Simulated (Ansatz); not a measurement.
# Band gap of Bi3O4Cl (C2/c) from density functionals to GW, part 2 of 2

Wanted: a ladder of band gaps for Bi3O4Cl (C2/c), from density functionals to G0W0.

Ansatz 0.2.0; density functionals, hybrids and G0W0, plane waves, PAW. Known limits of the many-body steps: finite bands, screening cutoff and k mesh; no spin-orbit coupling in G0W0; screening cutoff under 40 eV in some runs.

So far. Step 4 (r2SCAN on the 4×4×4 mesh): Over mesh and listed points the gap is 3.026 eV, from k = (-0.500, 0.000, 0.000) to k = (-0.500, -0.500, 0.000). The least direct gap found is 3.071 eV, at k = (-0.500, -0.500, 0.000). r2SCAN against LDA: 3.026 − 2.476 = +0.550 eV. The runs also differ in plane-wave cutoff (420 eV and 500 eV), so how much of this comes from the functional alone is not known.

**6. G0W0@LDA, 4×4×4 mesh, 1005 empty bands, screening to 130 eV**

G0W0 replaces the xc potential by a self-energy built once from the orbitals of the start. Levels are corrected in the window of bands that the input names, at points of the mesh.

This step: G0W0 on LDA, plane waves, PAW.

Input file input.yaml:

```yaml
crystal:
  lattice:
    - [9.6406818171, -2.8238, 0.0]
    - [9.6406818171, 2.8238, 0.0]
    - [-1.5365156966, 0.0, 5.484222887]
  atoms:
    - { symbol: Bi, position: [0.2925, 0.7075, 0.75] }
    - { symbol: Bi, position: [0.7075, 0.2925, 0.25] }
    - { symbol: Bi, position: [0.93879, 0.35443, 0.9332] }
    - { symbol: Bi, position: [0.64557, 0.06121, 0.5668] }
    - { symbol: Bi, position: [0.06121, 0.64557, 0.0668] }
    - { symbol: Bi, position: [0.35443, 0.93879, 0.4332] }
    - { symbol: Cl, position: [0.0, 0.5, 0.5] }
    - { symbol: Cl, position: [0.5, 0.0, 0.0] }
    - { symbol: O, position: [0.055, 0.1312, 0.6074] }
    - { symbol: O, position: [0.8688, 0.945, 0.8926] }
    - { symbol: O, position: [0.945, 0.8688, 0.3926] }
    - { symbol: O, position: [0.1312, 0.055, 0.1074] }
    - { symbol: O, position: [0.4988, 0.6314, 0.4794] }
    - { symbol: O, position: [0.3686, 0.5012, 0.0206] }
    - { symbol: O, position: [0.5012, 0.3686, 0.5206] }
    - { symbol: O, position: [0.6314, 0.4988, 0.9794] }
kpoints:
  mp_grid: { grid: [4, 4, 4] }
hamiltonian:
  xc: lda
scf:
  occupations: { method: fixed }
gw:
  n_empty_bands: 1005
  ecut_chi: 130.0
  qp_bands: [v4, c4]
  qp_kpoints: band_edges
  screening: { model: contour_deformation }
```

Launch:

```console
ansatz run input.yaml --threads 3 --pin off --max-ram 92160MiB --backend cuda --events-out ev --progress --plain --runs-dir out --devices 1 --max-vram 13GiB
```

Numbers of over 12 decimals in the logs are rounded to 6 here.

Output:

```text
GPUs: using 1 of 1 available (devices: 1).
[...]
GPU FFT provider: cuFFT
GPU libraries: cuBLAS 13.8.2, cuFFT 12.4.0, cuSOLVER 12.3.4
Crystal: 16 atoms, lattice volume = 298.598 Å³
Basis set: ecut = 420 eV, 5857 PW (Γ)
Bands: 92, of which v1, the nominal top of the filled ones, is band 76 counted from 1 (75 counted from 0)
Symmetry: 4 space group operations
[...]
k-points: 24 of 64
[...]
0    80     10.9148   -10.5910    -3.6497   -15.0121  0.8068    11.6927    11.6862  root
[...]
23    77     10.8550    -9.9244    -3.6087   -14.3001  0.7983    11.6290    11.6220  root
    23    78     10.8550    -9.9244    -3.6087   -14.3001  0.7983    11.6290    11.6220  root
    23    79     11.2589   -10.7097    -3.7865   -15.3396  0.7923    12.1117    12.1023  root
    23    80     11.2589   -10.7097    -3.7865   -15.3396  0.7923    12.1117    12.1023  root
[key lines of the parts left out:]
SCF converged after 8 iterations
Free energy (F): -79044.878331 eV
Fermi energy:    7.401679 eV
```

Elapsed: 11 min, on 1 × NVIDIA H100 80GB HBM3 (shared by 6 runs) with 3 threads of AMD EPYC 7R13 (Zen 3), shared host; peak memory 8 GiB; 18 min of CPU time.

Numbers from this step:

| Item | Value |
| --- | --- |
| bands summed | 1081 |
| RPA ε∞ on this mesh (eigenvalues) | 5.325, 5.350, 5.527 |
| plane waves in the screening matrix | 1013 |
| G0W0 gap over the corrected points | 3.459 eV |
| k of the valence top | 0, -0.5, 0 |
| k of the conduction bottom | -0.5, -0.5, 0 |
| starting gap on the mesh | 2.476 eV |
| Z at the valence top | 0.7471 |
| Z at the conduction bottom | 0.8133 |
| least direct G0W0 gap over the corrected points | 3.525 eV |

Over all 24 irreducible mesh points the G0W0 gap is 3.459 eV, from k = (0.000, -0.500, 0.000) to k = (-0.500, -0.500, 0.000). The LDA gap of this run on the mesh is 2.476 eV. The two states that bound the G0W0 gap lie that far apart at the start, so the correction of the gap is 3.459 − 2.476 = +0.983 eV.

**7. All levels together**

Each gap is the least one over the points named; times are wall times on shared hosts, not benchmarks. A G0W0 time includes the run's own self-consistent start. Runs with listed points see these and the mesh alone, so an edge that moves elsewhere is missed. Rows marked * are further runs, not shown as steps, whose inputs differ from the G0W0 step on the same start in the columns given; solver thresholds can differ too. Symmetry makes (-0.500, 0.000, 0.000) and (0.000, -0.500, 0.000) one point.

```tsv
level	mesh	files, cutoff	bands summed, screening	points	gap (eV)	valence top	conduction bottom	least direct gap (eV)	time
LDA	4×4×4	soft_2 PAW, 420 eV	-	mesh and path	2.476	(-0.500, 0.000, 0.000)	(-0.500, -0.500, 0.000)	2.513	10 s
LDA+SOC	4×4×4	soft_2 PAW, 420 eV	-	mesh and listed points	2.253	(-0.500, 0.000, 0.000)	(-0.500, -0.500, 0.000)	2.281	15 s
r2SCAN	4×4×4	soft_2 PAW, 500 eV	-	mesh and listed points	3.026	(-0.500, 0.000, 0.000)	(-0.500, -0.500, 0.000)	3.071	24 s
HSE06	4×4×4	soft_2 PAW, 420 eV	-	mesh and listed points	3.620	(-0.500, -0.500, 0.000)	(-0.500, -0.500, 0.000)	3.620	3.4 min
G0W0@LDA*	4×4×4	soft_2 PAW, 420 eV	241, 39 eV	all 24 irreducible mesh points	3.380	(0.000, -0.500, 0.000)	(-0.500, -0.500, 0.000)	3.407	1.9 min
G0W0@LDA*	4×4×4	soft_2 PAW, 420 eV	543, 78 eV	all 24 irreducible mesh points	3.339	(0.000, -0.500, 0.000)	(-0.500, -0.500, 0.000)	3.401	3.4 min
G0W0@LDA	4×4×4	soft_2 PAW, 420 eV	1081, 130 eV	all 24 irreducible mesh points	3.459	(0.000, -0.500, 0.000)	(-0.500, -0.500, 0.000)	3.525	11 min
G0W0@LDA*	2×2×2	soft_2 PAW, 420 eV	543, 78 eV	all 6 irreducible mesh points	3.327	(0.000, -0.500, 0.000)	(-0.500, -0.500, 0.000)	3.380	18 s
```

**8. Outcome**

* LDA, over mesh and path: 2.476 eV
* LDA+SOC, over mesh and listed points: 2.253 eV
* r2SCAN, over mesh and listed points: 3.026 eV
* HSE06, over mesh and listed points: 3.620 eV
* G0W0@LDA (1081 bands, 4×4×4), over all 24 irreducible mesh points: 3.459 eV
* known limits: finite bands, screening cutoff and k mesh; no spin-orbit coupling in G0W0; screening cutoff under 40 eV in some runs

In words: The rows run from 2.253 eV (LDA+SOC) to 3.620 eV (HSE06). They differ in mesh, plane-wave cutoff, bands and screening cutoff of G0W0 and the points over which the gap was sought as well as in level, so only pairs that share these are like for like. LDA+SOC against LDA: 2.253 − 2.476 = −0.223 eV, with the same mesh, set of files (read in its fully relativistic form for the spin-orbit run) and cutoff, and both edges at the same k points. The spin-orbit run sees mesh and listed points alone, so its gap is an upper bound: the coupling can move an edge off these points, and the change over the zone, its sign included where it is small, is not known. G0W0@LDA (1081 bands, 4×4×4) moves the gap of its own start on the mesh by 3.459 − 2.476 = +0.983 eV, between the same two levels. Both edges that LDA shows over mesh and path lie at k points where levels were corrected. Levels at other points were not corrected, so a lower G0W0 gap elsewhere in the zone is not ruled out. What spin-orbit coupling does to the G0W0 levels was not computed, so no sum with the G0W0 gap is formed. For G0W0@LDA: from 241 bands and 39 eV to 1081 bands and 130 eV the gap moves by 3.459 − 3.380 = +0.079 eV (rung by rung 3.380, 3.339, 3.459 eV); bands and screening cutoff rise together, so their parts are not told apart. The gap turns back along the series (3.380, 3.339, 3.459 eV), so no line is drawn and the limit is not known. With the 2×2×2 mesh in place of the 4×4×4 mesh and all else as in the G0W0@LDA row with 543 bands, the gap differs by 3.327 − 3.339 = −0.012 eV, and that of the start by 2.480 − 2.476 = +0.004 eV. The G0W0 runs are scalar-relativistic. G0W0 is shown with one set of atomic data (soft_2 PAW), so the error from the files is not known here. A screening cutoff under 40 eV is crude: G0W0@LDA with 241 bands at 39 eV.

[Paths, hosts, dates, memory and timing lines, banners, echoed tables and standing remarks are left out of the program output.]

[Logs are printed without paths, hosts, clocks, repeated set-up lines and the standing remarks that a program may print on its own settings, such as how far it seeks lower states.]

[Runs of the session that timed out or met a known fault of the program may be left out.]

[Cells called generated may have been cut or substituted from an entry of the Crystallography Open Database or the Materials Project.]

[Hosts, paths, dates, database ids (printed as entryN), source tags and the programs' standing remarks are cut or masked in the printed files.]

[Where an RPA ε∞ is given, it is that of the G0W0 mesh and is not shown converged in it. Names of k-points follow the symmetry that the program found, which can be lower than the space group named. Band edges on a path are those of the sampled points; other points can move an edge, and change direct to indirect where valleys lie close.]

[Hybrid gaps are those of their k-mesh and are not shown converged in it.]
